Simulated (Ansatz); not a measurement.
# Decaying states in the gap of Tl2GeCl6

A new crystal, Tl2GeCl6: structure, gap and complex bands. It is built by putting Cl for F, Ge for Sn in the Tl2SnF6 structure of space group P-3m1, with the volume rescaled by atomic radii. The parent structure comes from the Materials Project.

Method: r2SCAN DFT, plane waves, PAW files, in the first sound run; inputs show where later runs differ, in Ansatz 0.2.0.

The structure was built from a prototype and need not be the compound's stable phase.

## Step 1: Starting point

Symmetry: P-3m1, No. 164, trigonal system. The conventional cell has a = 6.920 Å, b = 6.920 Å, c = 5.539 Å, α = 90.00°, β = 90.00°, γ = 120.00°. Nearest to Tl lie 3 Cl at 3.28 Å. Nearest to Ge lie 6 Cl at 2.29 Å. Nearest to Cl lie 1 Ge at 2.29 Å. It derives from Tl2SnF6. Cl for F, Ge for Sn in the Tl2SnF6 structure of space group P-3m1. Farther neighbours and most contacts between anions are not listed.

## Step 2: Cell and atoms at rest

The substituted atoms don't fit the parent's cell, so cell and atoms relax together. A small smearing keeps the run stable in case the gap closes on the way.

File input.yaml:

```yaml
crystal:
  lattice:
    - [6.9197172191, 0.0, 0.0]
    - [-3.4598586095, 5.9926508987, 0.0]
    - [0.0, 0.0, 5.5385891829]
  atoms:
    - { symbol: Tl, position: [0.6666666667, 0.3333333333, 0.31383582] }
    - { symbol: Tl, position: [0.3333333333, 0.6666666667, 0.68616418] }
    - { symbol: Ge, position: [0.0, 0.0, 0.0] }
    - { symbol: Cl, position: [0.84109833, 0.15890167, 0.77117865] }
    - { symbol: Cl, position: [0.84109833, 0.68219666, 0.77117865] }
    - { symbol: Cl, position: [0.31780334, 0.15890167, 0.77117865] }
    - { symbol: Cl, position: [0.15890167, 0.84109833, 0.22882135] }
    - { symbol: Cl, position: [0.15890167, 0.31780334, 0.22882135] }
    - { symbol: Cl, position: [0.68219666, 0.84109833, 0.22882135] }
kpoints:
  mp_grid: { grid: [4, 4, 4] }
scf:
  occupations: { method: gaussian, width: 0.03 }
hamiltonian:
  xc: r2scan
output:
  forces: true
  stress: true
relax:
  f_tol: 0.02
  max_steps: 60
  cell: {}
```

On the command line:

```bash
ansatz run input.yaml --threads 2 --pin off --max-ram 4096MiB --backend cpu --events-out ev --progress --plain --runs-dir out
```

Numbers of over 12 decimals in the logs are rounded to 6 here.

The log of the run:

```text
Engine: ansatz 0.2.0, aarch64-unknown-linux-gnu
Pseudopotentials: kind: paw
Pseudopotential: Tl, paw, valence charge 13, recommended cutoff 500 eV (meta_gga), Tl.paw.azcp
Pseudopotential: Ge, paw, valence charge 14, recommended cutoff 500 eV (meta_gga), Ge.paw.azcp
Pseudopotential: Cl, paw, valence charge 7, recommended cutoff 500 eV (meta_gga), Cl.paw.azcp
Functional definition: r2SCAN
  parameter k0 = 0.174
  parameter k1 = 0.065
  parameter a1 = 4.9479
  exchange = r2scan_x(k0 = k0, k1 = k1, a1 = a1)
  correlation = r2scan_c
Crystal: 9 atoms, lattice volume = 229.671 Å³
Basis set: ecut = 500 eV, 5793 PW (Γ), exchange–correlation on 216×216×180 points (64 copies of the dense FFT grid, shifted against one another)
Bands: 50, of which v1, the nominal top of the filled ones, is band 41 counted from 1 (40 counted from 0)
Symmetry: 12 space group operations
Space group: P-3m1 (ITA 164), of the structure as read, at distance tolerance 6.1e-5 Å
k-points: 13 of 64
Non-local potential: Tl, projectors of the file, l = 0: 2, l = 1: 2, l = 2: 2, l = 3: 1
Non-local potential: Ge, projectors of the file, l = 0: 2, l = 1: 2, l = 2: 3, l = 3: 1
Non-local potential: Cl, projectors of the file, l = 0: 2, l = 1: 2, l = 2: 2
PAW form: soft (Blöchl's): semilocal exchange-correlation on the pseudo side does not see the compensation charge
PAW frozen core: Tl, regenerated for the run's functional (the file was generated under x = pbe(κ = 0.804, μ = 0.219515), c = pbe(β = 0.066725))
PAW frozen core: Ge, regenerated for the run's functional (the file was generated under x = pbe(κ = 0.804, μ = 0.219515), c = pbe(β = 0.066725))
PAW frozen core: Cl, regenerated for the run's functional (the file was generated under x = pbe(κ = 0.804, μ = 0.219515), c = pbe(β = 0.066725))
PAW one-centre angular grid: Tl, 590 points (default); XC on 160 Gauss nodes
PAW one-centre angular grid: Ge, 590 points (default); XC on 160 Gauss nodes
PAW one-centre angular grid: Cl, 302 points (default); XC on 160 Gauss nodes
Initial density: superposition of atomic densities (neutral atoms: chi_scale 0, normalization atom), corrected by the library's trained network
Initial wavefunctions: pseudopotential atomic-orbital guess
Functional: x = r2scan, c = r2scan; τ floored in thin density (d = 2e-4 eV/Å³)
SCF iter   1: F=—  HF=-33730.737758 eV  |F-HF|=—  |Δ(HF+E_count)|=         —  Δρ=6.44e-3  dr2=5.85e-2  dr2_τ=4.00e-2  ethr=1.77e-3  ⟨swp⟩=6.8  Hψ=2792  notcnv=0  defer=6
preconditioner: auto → Resta (q_TF=auto, 2.298 Å⁻¹)  ε∞=3.9  [insulator: Δε(μ)=2.350 eV  Ē_g=12.288 eV  σ=0.030 eV  W_gap=1.00  n_scr=46 (ndim 8)  ℏωp=20.8 eV  f_vac=0.014  D(μ)=0.00/eV (n_scr^D=0)  ε∞_Penn≈3.9]
SCF iter   2: F=—  HF=-33730.772553 eV  |F-HF|=—  |Δ(HF+E_count)|=   3.48e-2  Δρ=2.84e-3  dr2=1.17e-2  dr2_τ=7.87e-4  ethr=7.14e-5  ⟨swp⟩=3.0  Hψ=1440  notcnv=0  defer=34
SCF iter   3: F=—  HF=-33730.770714 eV  |F-HF|=—  |Δ(HF+E_count)|=   1.84e-3  Δρ=8.32e-4  dr2=8.52e-4  dr2_τ=3.04e-5  ethr=1.43e-5  ⟨swp⟩=2.0  Hψ=1186  notcnv=0  defer=8
automatic band count: iteration 3 solves 48 bands in place of 50: the levels show a gap, and the empty bands left out lie too high to hold charge; the band table lists the bands solved (type scf.n_extra_bands for more)
SCF iter   4: F=—  HF=-33730.770664 eV  |F-HF|=—  |Δ(HF+E_count)|=   5.03e-5  Δρ=2.17e-4  dr2=1.13e-4  dr2_τ=7.25e-6  ethr=1.04e-6  ⟨swp⟩=2.2  Hψ=1021  notcnv=0  defer=8
SCF iter   5: F=—  HF=-33730.770674 eV  |F-HF|=—  |Δ(HF+E_count)|=   1.06e-5  Δρ=5.20e-5  dr2=9.07e-6  dr2_τ=3.16e-7  ethr=1.38e-7  ⟨swp⟩=2.0  Hψ=1110  notcnv=0  defer=8
SCF iter   6: F=—  HF=-33730.770597 eV  |F-HF|=—  |Δ(HF+E_count)|=   7.70e-5  Δρ=1.42e-5  dr2=5.60e-7  dr2_τ=6.50e-8  ethr=1.11e-8  ⟨swp⟩=2.0  Hψ=1123  notcnv=0  defer=8
SCF iter   7: F=-33730.770598 eV  HF=-33730.770598 eV  |F-HF|=6.96e-9  |Δ(HF+E_count)|=   1.35e-7  Δρ=4.28e-6  dr2=4.55e-8  dr2_τ=2.17e-9  ethr=1.22e-10  ⟨swp⟩=5.0  Hψ=2293  notcnv=0
SCF 1 converged in 7 iterations: F = -33730.770598 eV  dr2 = 4.55e-8
  greatest PAW one-centre occupation: 0.998 electrons in one spin orbital (limit 2), on the Ge atom at site 2 (counted from 0), in its partial waves of l = 2
relax step   1: F+E_penalty+E_count = -33730.77059757 eV  Δ(F+E_penalty+E_count) = +0.000e0 eV  max|allowed force component| = 3.448e-1 eV/Å  Δτ_max = 0.0000 Å  P = +1.192 GPa  Ω = 229.671 Å³  (7 SCF iters, dr2 threshold 1.00e-7 eV, accepted)
Crystal: 9 atoms, lattice volume = 232.368 Å³
Basis set: ecut = 500 eV, 5889 PW (Γ), exchange–correlation on 216×216×180 points (64 copies of the dense FFT grid, shifted against one another)
Initial density: handed on by an earlier stage of this run
Initial wavefunctions: those handed on with the density
iter 1 solved again at ethr=3.01e-4 eV; its pass at ethr=3.10e-3 eV (dr2=2.47e-1 eV) is discarded
SCF iter   1: F=—  HF=-33730.429495 eV  |F-HF|=—  |Δ(HF+E_count)|=         —  Δρ=7.56e-3  dr2=2.45e-1  dr2_τ=9.26e-1  ethr=3.01e-4  ⟨swp⟩=2.2  Hψ=2971  notcnv=0
automatic band count: iteration 1 solves 47 bands in place of 50: the levels show a gap, and the empty bands left out lie too high to hold charge; the band table lists the bands solved (type scf.n_extra_bands for more)
preconditioner: auto → Resta (q_TF=auto, 2.293 Å⁻¹)  ε∞=4.3  [insulator: Δε(μ)=2.187 eV  Ē_g=11.462 eV  σ=0.030 eV  W_gap=1.00  n_scr=46 (ndim 8)  ℏωp=20.7 eV  f_vac=0.015  D(μ)=0.00/eV (n_scr^D=0)  ε∞_Penn≈4.3]
SCF iter   2: F=—  HF=-33730.916476 eV  |F-HF|=—  |Δ(HF+E_count)|=   4.87e-1  Δρ=1.51e-3  dr2=3.64e-3  dr2_τ=1.36e-3  ethr=2.99e-4  ⟨swp⟩=3.0  Hψ=1146  notcnv=0
SCF iter   3: F=—  HF=-33730.918289 eV  |F-HF|=—  |Δ(HF+E_count)|=   1.81e-3  Δρ=8.19e-4  dr2=1.08e-3  dr2_τ=3.46e-5  ethr=4.44e-6  ⟨swp⟩=2.0  Hψ=920  notcnv=0
SCF iter   4: F=—  HF=-33730.918660 eV  |F-HF|=—  |Δ(HF+E_count)|=   3.70e-4  Δρ=1.34e-4  dr2=5.84e-5  dr2_τ=5.24e-6  ethr=1.31e-6  ⟨swp⟩=2.0  Hψ=857  notcnv=0
SCF iter   5: F=—  HF=-33730.918594 eV  |F-HF|=—  |Δ(HF+E_count)|=   6.58e-5  Δρ=3.94e-5  dr2=4.85e-6  dr2_τ=2.54e-7  ethr=7.12e-8  ⟨swp⟩=2.0  Hψ=1103  notcnv=0
SCF iter   6: F=-33730.918594 eV  HF=-33730.918595 eV  |F-HF|=6.83e-7  |Δ(HF+E_count)|=   1.02e-6  Δρ=1.75e-5  dr2=7.58e-7  dr2_τ=1.70e-8  ethr=1.10e-9  ⟨swp⟩=5.0  Hψ=2371  notcnv=0
SCF 2 converged in 6 iterations: F = -33730.918594 eV  dr2 = 7.58e-7
relax step   2: F+E_penalty+E_count = -33730.91859411 eV  Δ(F+E_penalty+E_count) = -1.480e-1 eV  max|allowed force component| = 2.546e-1 eV/Å  Δτ_max = 0.0953 Å  P = +0.166 GPa  Ω = 232.368 Å³  energy of the carried Pulay correction = -2.811e-4 eV  (6 SCF iters, dr2 threshold 9.00e-7 eV, accepted)
[...]
preconditioner: auto → Resta (q_TF=auto, 2.288 Å⁻¹)  ε∞=4.2  [insulator: Δε(μ)=2.212 eV  Ē_g=11.483 eV  σ=0.030 eV  W_gap=1.00  n_scr=46 (ndim 8)  ℏωp=20.5 eV  f_vac=0.022  D(μ)=0.00/eV (n_scr^D=0)  ε∞_Penn≈4.2]
SCF iter   2: F=—  HF=-33730.995371 eV  |F-HF|=—  |Δ(HF+E_count)|=   3.76e-1  Δρ=1.95e-3  dr2=4.78e-3  dr2_τ=7.19e-3  ethr=1.28e-3  ⟨swp⟩=3.0  Hψ=1135  notcnv=0
SCF iter   3: F=—  HF=-33731.004233 eV  |F-HF|=—  |Δ(HF+E_count)|=   8.86e-3  Δρ=1.02e-3  dr2=1.31e-3  dr2_τ=6.03e-5  ethr=5.83e-6  ⟨swp⟩=2.0  Hψ=1093  notcnv=0  defer=2
SCF iter   4: F=—  HF=-33731.005056 eV  |F-HF|=—  |Δ(HF+E_count)|=   8.24e-4  Δρ=1.96e-4  dr2=1.21e-4  dr2_τ=1.28e-5  ethr=1.60e-6  ⟨swp⟩=2.2  Hψ=934  notcnv=0  defer=2
SCF iter   5: F=—  HF=-33731.004972 eV  |F-HF|=—  |Δ(HF+E_count)|=   8.44e-5  Δρ=8.33e-5  dr2=2.03e-5  dr2_τ=3.49e-7  ethr=1.48e-7  ⟨swp⟩=2.8  Hψ=1119  notcnv=0  defer=2
SCF iter   6: F=—  HF=-33731.004977 eV  |F-HF|=—  |Δ(HF+E_count)|=   4.84e-6  Δρ=2.24e-5  dr2=9.81e-7  dr2_τ=3.58e-8  ethr=2.48e-8  ⟨swp⟩=2.1  Hψ=1049  notcnv=0  defer=2
SCF iter   7: F=-33731.004976 eV  HF=-33731.004976 eV  |F-HF|=6.46e-8  |Δ(HF+E_count)|=   8.01e-7  Δρ=7.68e-6  dr2=1.50e-7  dr2_τ=9.17e-9  ethr=1.10e-9  ⟨swp⟩=4.1  Hψ=2262  notcnv=0
SCF 3 converged in 7 iterations: F = -33731.004976 eV  dr2 = 1.50e-7
relax step   3: F+E_penalty+E_count = -33731.00497598 eV  Δ(F+E_penalty+E_count) = -8.638e-2 eV  max|allowed force component| = 1.534e-1 eV/Å  Δτ_max = 0.1950 Å  P = -0.091 GPa  Ω = 235.991 Å³  energy of the carried Pulay correction = -6.536e-4 eV  (7 SCF iters, dr2 threshold 9.00e-7 eV, accepted)
[...]
relax step   4: F+E_penalty+E_count = -33731.01906161 eV  Δ(F+E_penalty+E_count) = -1.409e-2 eV  max|allowed force component| = 1.917e-1 eV/Å  Δτ_max = 0.1954 Å  P = +0.387 GPa  Ω = 237.356 Å³  energy of the carried Pulay correction = -7.924e-4 eV  (7 SCF iters, dr2 threshold 9.00e-7 eV, accepted)
[...]
relax step   5: F+E_penalty+E_count = -33731.05119780 eV  Δ(F+E_penalty+E_count) = -3.214e-2 eV  max|allowed force component| = 1.134e-2 eV/Å  Δτ_max = 0.0481 Å  P = +0.079 GPa  Ω = 239.677 Å³  energy of the carried Pulay correction = -1.027e-3 eV  (7 SCF iters, dr2 threshold 9.00e-7 eV, accepted)
[...]
relax step   6: F+E_penalty+E_count = -33731.05279949 eV  Δ(F+E_penalty+E_count) = -1.602e-3 eV  max|allowed force component| = 1.357e-2 eV/Å  Δτ_max = 0.0120 Å  P = -0.027 GPa  Ω = 242.614 Å³  energy of the carried Pulay correction = -1.320e-3 eV  (7 SCF iters, dr2 threshold 6.67e-8 eV, accepted)
[...]
relax step   7: F+E_penalty+E_count = -33731.05300937 eV  Δ(F+E_penalty+E_count) = -2.099e-4 eV  max|allowed force component| = 4.730e-3 eV/Å  Δτ_max = 0.0246 Å  P = +0.008 GPa  Ω = 243.027 Å³  energy of the carried Pulay correction = -1.361e-3 eV  (9 SCF iters, accepted)
Initial wavefunctions: pseudopotential atomic-orbital guess (no wavefunctions were taken with the density)
iter 1 solved again at ethr=8.20e-8 eV; its pass at ethr=3.10e-3 eV (dr2=6.72e-5 eV) is discarded
SCF iter   1: F=—  HF=-33731.054290 eV  |F-HF|=—  |Δ(HF+E_count)|=         —  Δρ=1.57e-4  dr2=2.56e-6  dr2_τ=9.32e-6  ethr=8.20e-8  ⟨swp⟩=3.1  Hψ=4560  notcnv=0
preconditioner: auto → Resta (q_TF=auto, 2.276 Å⁻¹)  ε∞=3.8  [insulator: Δε(μ)=2.370 eV  Ē_g=12.146 eV  σ=0.030 eV  W_gap=1.00  n_scr=46 (ndim 8)  ℏωp=20.2 eV  f_vac=0.047  D(μ)=0.00/eV (n_scr^D=0)  ε∞_Penn≈3.8]
SCF iter   2: F=—  HF=-33731.054665 eV  |F-HF|=—  |Δ(HF+E_count)|=   3.75e-4  Δρ=8.09e-5  dr2=8.51e-7  dr2_τ=4.09e-6  ethr=3.12e-9  ⟨swp⟩=2.0  Hψ=1183  notcnv=0
SCF iter   3: F=—  HF=-33731.054703 eV  |F-HF|=—  |Δ(HF+E_count)|=   3.83e-5  Δρ=1.76e-5  dr2=5.72e-8  dr2_τ=1.78e-7  ethr=1.04e-9  ⟨swp⟩=2.0  Hψ=1182  notcnv=0
SCF iter   4: F=—  HF=-33731.054705 eV  |F-HF|=—  |Δ(HF+E_count)|=   1.78e-6  Δρ=1.74e-6  dr2=2.73e-9  dr2_τ=9.01e-10  ethr=6.98e-11  ⟨swp⟩=2.0  Hψ=1183  notcnv=0
SCF iter   5: F=-33731.054705 eV  HF=-33731.054705 eV  |F-HF|=4.37e-10  |Δ(HF+E_count)|=   7.21e-9  Δρ=3.10e-7  dr2=8.65e-11  dr2_τ=4.97e-11  ethr=1.00e-12  ⟨swp⟩=3.9  Hψ=2934  notcnv=0
SCF 8 converged in 5 iterations: F = -33731.054705 eV  dr2 = 8.65e-11
relax step   8: F+E_penalty+E_count = -33731.05470520 eV  Δ(F+E_penalty+E_count) = -1.696e-3 eV  max|allowed force component| = 4.677e-3 eV/Å  Δτ_max = 0.0000 Å  P = +0.011 GPa  Ω = 243.027 Å³  stress off target by 1.61e-2 GPa  SCF on the basis re-selected at this cell (its energy is not comparable with the rows above)  (5 SCF iters)
basis re-selected at this cell: Δ(F+E_penalty+E_count) = -1.696e-3 eV, ΔP = +0.003 GPa vs the last step (what re-selecting the basis moved, of the pressure what is left beyond the Pulay correction that the steps carried, after the strain that the cell walked since its last selection, with what the two solves' SCF thresholds leave and, on support functions, any second-order correction that the steps lacked; it is no m [...]
SCF converged after 5 iterations
Free energy (F): -33731.054705 eV
Harris-Foulkes:  -33731.054705 eV  (|F-HF|=4.37e-10)
Internal energy: -33731.054705 eV  (E = F + TS)
E sigma→0 (E₀):  -33731.054705 eV
Fermi energy:    3.835605 eV
--- Per-component energies (eV) ---
  E_band       = -465.498862
  E_kinetic    = 1738.647407
  E_local      = -6970.070028  (includes V_loc(G=0)·N_el)
  E_nonlocal   = 1230.699107
  E_hartree    = 2753.865625
  E_xc         = -1130.330932
  E_vxc        = -1187.776390  (∫ρ·V_xc dr)
  E_paw        = -26415.511913  (= ΣΔE_a)
  E_vpaw       = -854.997159  (= ΣTr[D̂ρ^β])
  E_aug_tail   = 0.000275  (compensation charges beyond the density's cutoff)
  E_vtau       = 70.266519  (kinetic-family band-sum trace: ∫τ·v_τ [+ j·A + Jᵃ·Aᵃ] dr)
  E_ewald      = -4938.529561
  E_core_change = 0.175315  (= ΣΔE_core)
  E_smearing   = -0.000000  (= −TS)
  E_closure    = 0.000000  (closes the sum)
  Σ components = -33731.054705   (vs F -33731.054705, Δ=0.00e0)
--- Forces (eV/Å), atoms counted from 1 ---
  atom   1  Tl     0.00000000    -0.00000000     0.00442318
  atom   2  Tl    -0.00000000     0.00000000    -0.00442318
  atom   3  Ge    -0.00000000     0.00000000     0.00000000
  atom   4  Cl     0.00405055    -0.00233859     0.00243985
  atom   5  Cl     0.00000000     0.00467717     0.00243985
  atom   6  Cl    -0.00405055    -0.00233859     0.00243985
  atom   7  Cl    -0.00405055     0.00233859    -0.00243985
  atom   8  Cl    -0.00000000    -0.00467717    -0.00243985
  atom   9  Cl     0.00405055     0.00233859    -0.00243985
  max |Σ_I F_I| component: 3.90e-18 eV/Å
--- Stress (GPa, compression-positive) ---
        0.016068       0.000000      -0.000000
        0.000000       0.016068      -0.000000
       -0.000000      -0.000000       0.000288
  P = ⅓ Tr σ = 0.0108 GPa (0.108 kbar)
--- Relaxed structure (7 steps of the walk, 7 accepted, 1 SCFs on fresh bases) ---
  F+E_penalty+E_count = -33731.05470520 eV   max|allowed force component| = 4.677e-3 eV/Å   (the final SCF, on the basis selected at the relaxed cell)
  cell:  # Å, volume = 243.0266 Å³
    - [6.866555, -2.8645629561481023e-11, 1.7135857809755405e-17]
    - [-3.433278, 5.946611, 6.2721592738393225e-18]
    - [1.3715658270486642e-17, 1.3715658270215894e-17, 5.951759]
  atoms:
    - { symbol: Tl, position: [0.666667, 0.333333, 0.211057] }
    - { symbol: Tl, position: [0.333333, 0.666667, 0.788943] }
    - { symbol: Ge, position: [2.174233258113874e-19, 2.0504489297307122e-19, -3.5018253848049147e-19] }
    - { symbol: Cl, position: [0.840440, 0.159560, 0.778513] }
    - { symbol: Cl, position: [0.840440, 0.680879, 0.778513] }
    - { symbol: Cl, position: [0.319121, 0.159560, 0.778513] }
    - { symbol: Cl, position: [0.159560, 0.840440, 0.221487] }
    - { symbol: Cl, position: [0.159560, 0.319121, 0.221487] }
    - { symbol: Cl, position: [0.680879, 0.840440, 0.221487] }
```

The job ended after 2.3 min (2 threads of Arm Neoverse N1, shared host; peak memory 1.2 GiB; 4.6 min of CPU time).

The steps of the relaxation:

| step | energy less that of the first step (eV) | largest force component (eV/Å) | pressure (GPa) | volume (Å³) |
| --- | --- | --- | --- | --- |
| 1 | 0.0000 | 0.3448 | 1.19 | 229.67 |
| 2 | -0.1480 | 0.2546 | 0.17 | 232.37 |
| 3 | -0.2344 | 0.1534 | -0.09 | 235.99 |
| 4 | -0.2485 | 0.1917 | 0.39 | 237.36 |
| 5 | -0.2806 | 0.0113 | 0.08 | 239.68 |
| 6 | -0.2822 | 0.0136 | -0.03 | 242.61 |
| 7 | -0.2824 | 0.0047 | 0.01 | 243.03 |
| 8* | -0.2841 | 0.0047 | 0.01 | 243.03 |

Relaxation steps marked * repeat the geometry before them on a plane-wave basis chosen anew for their cell, so energy and pressure can jump there.

The run keeps the 12 symmetry operations that it works with, so distortions that break them were not tested.

| conventional cell, symmetrised | before | after | change |
| --- | --- | --- | --- |
| a (Å) | 6.920 | 6.867 | -0.8 % |
| b (Å) | 6.920 | 6.867 | -0.8 % |
| c (Å) | 5.539 | 5.952 | +7.5 % |
| volume (Å³/atom) | 25.52 | 27.00 | +5.8 % |

The atoms that moved most (Å, as changes of fractional coordinates times the final cell):

| atom | dx | dy | dz | length |
| --- | --- | --- | --- | --- |
| Tl2 | 0.000 | 0.000 | 0.612 | 0.612 |
| Tl1 | 0.000 | 0.000 | -0.612 | 0.612 |
| Cl5 | 0.000 | -0.008 | 0.044 | 0.044 |
| Cl4 | -0.007 | 0.004 | 0.044 | 0.044 |
| Cl6 | 0.007 | 0.004 | 0.044 | 0.044 |
| Cl7 | 0.007 | -0.004 | -0.044 | 0.044 |
| Cl9 | -0.007 | -0.004 | -0.044 | 0.044 |
| Cl8 | 0.000 | 0.008 | -0.044 | 0.044 |

This step gave:

```yaml
free_energy: -33731.0547 eV
fermi_energy: 3.836 eV
pressure: 0.01081 GPa
```

The largest force component on a free atom ends at 0.0047 eV/Å.

## Step 3: The bulk crystal and its band edges

The energy window and the wavevectors of the next steps follow from the band edges, so these are searched first, off the mesh as well.

File input.yaml:

```yaml
crystal:
  lattice:
    - [6.8665553917, 0.0, 0.0]
    - [-3.4332776958, 5.9466114057, 0.0]
    - [0.0, 0.0, 5.9517592755]
  atoms:
    - { symbol: Tl, position: [0.6666666667, 0.3333333333, 0.2110569921] }
    - { symbol: Tl, position: [0.3333333333, 0.6666666667, 0.7889430079] }
    - { symbol: Ge, position: [0.0, 0.0, 0.0] }
    - { symbol: Cl, position: [0.8404395899, 0.1595604101, 0.7785132959] }
    - { symbol: Cl, position: [0.8404395899, 0.6808791798, 0.7785132959] }
    - { symbol: Cl, position: [0.3191208202, 0.1595604101, 0.7785132959] }
    - { symbol: Cl, position: [0.1595604101, 0.8404395899, 0.2214867041] }
    - { symbol: Cl, position: [0.1595604101, 0.3191208202, 0.2214867041] }
    - { symbol: Cl, position: [0.6808791798, 0.8404395899, 0.2214867041] }
kpoints:
  mp_grid: { grid: [4, 4, 4] }
  band_path: { path: [VBM, CBM], npoints: 30 }
scf:
  occupations: { method: fixed }
hamiltonian:
  xc: r2scan
output:
  eigenvalues: true
  write_potential: true
  write_density: true
  volumetric_format: npy
```

The log of the run:

```text
[...]
Crystal: 9 atoms, lattice volume = 243.027 Å³
Basis set: ecut = 500 eV, 6177 PW (Γ), exchange–correlation on 216×216×180 points (64 copies of the dense FFT grid, shifted against one another)
Bands: 50, of which v1, the nominal top of the filled ones, is band 41 counted from 1 (40 counted from 0)
Symmetry: 12 space group operations
[...]
k-points: 13 of 64
[...]
SCF iter   1: F=—  HF=-33731.028754 eV  |F-HF|=—  |Δ(HF+E_count)|=         —  Δρ=6.47e-3  dr2=7.50e-2  dr2_τ=3.95e-2  ethr=1.77e-3  ⟨swp⟩=5.2  Hψ=2355  notcnv=0  defer=78
[...]
SCF iter   7: F=-33731.054705 eV  HF=-33731.054705 eV  |F-HF|=1.07e-8  |Δ(HF+E_count)|=   8.59e-8  Δρ=3.88e-6  dr2=4.48e-8  dr2_τ=1.20e-9  ethr=1.22e-10  ⟨swp⟩=10.8  Hψ=2575  notcnv=0
SCF 1 converged in 7 iterations: F = -33731.054705 eV  dr2 = 4.48e-8
[...]
NSCF: frozen V_eff on 34 k-points
[...]
SCF converged after 7 iterations
Free energy (F): -33731.054705 eV
[...]
Internal energy: -33731.054705 eV  (E = F + TS)
E sigma→0 (E₀):  -33731.054705 eV
Fermi energy:    2.650170 eV
[...]
--- Band table (eV; the first three rows and the last of 13) ---
  k-point 0: bands = [... 37 lower, 2.2272, 2.5032, 2.5032, 2.5748, 5.0207, 8.4471, 8.9785, 9.3914, ... 5 higher]
  k-point 1: bands = [... 37 lower, 2.2570, 2.5056, 2.5346, 2.5346, 5.1394, 8.1262, 8.7915, 9.2213, ... 5 higher]
  k-point 2: bands = [... 37 lower, 2.0026, 2.4236, 2.5274, 2.5274, 5.2971, 7.8224, 8.9578, 9.0218, ... 5 higher]
  k-point 12: bands = [... 37 lower, 2.1560, 2.3252, 2.3260, 2.4320, 5.8956, 8.1516, 8.1919, 8.6522, ... 5 higher]
```

The job ended after 89 s (2 threads; peak memory 1.1 GiB; 2.9 min of CPU time).

This step gave:

| Quantity | Value |
| --- | --- |
| Fermi energy | 2.650 eV |
| gap on the k-mesh | 2.371 eV |
| gap on path | 2.371 eV, by band count; negative where bands overlap |
| direct gap on path | 2.446 eV |
| edge places on path | 0, 0.5283 1/A along the path |

The electronic bands at the labelled points (eV, zero at the Fermi level (highest filled level under fixed occupations); v1 is the highest filled band, c1 the lowest empty one):

| point | v4 | v3 | v2 | v1 | c1 | c2 | c3 | c4 |
| --- | --- | --- | --- | --- | --- | --- | --- | --- |
| VBM | -0.51 | -0.47 | -0.12 | 0.00 | 3.22 | 5.12 | 5.52 | 5.65 |
| halfway | -0.43 | -0.29 | -0.27 | -0.12 | 2.76 | 5.78 | 5.93 | 6.23 |
| CBM | -0.42 | -0.15 | -0.15 | -0.08 | 2.37 | 5.80 | 6.33 | 6.74 |

The searched edges give 2.37 eV, as on the mesh.

[end of part 1 of 3]

[Logs are printed without paths, hosts, clocks, repeated set-up lines and the standing remarks that a program may print on its own settings, such as how far it seeks lower states.]

[Hosts, paths, dates, database ids (printed as entryN), source tags and the programs' standing remarks are cut or masked in the printed files.]
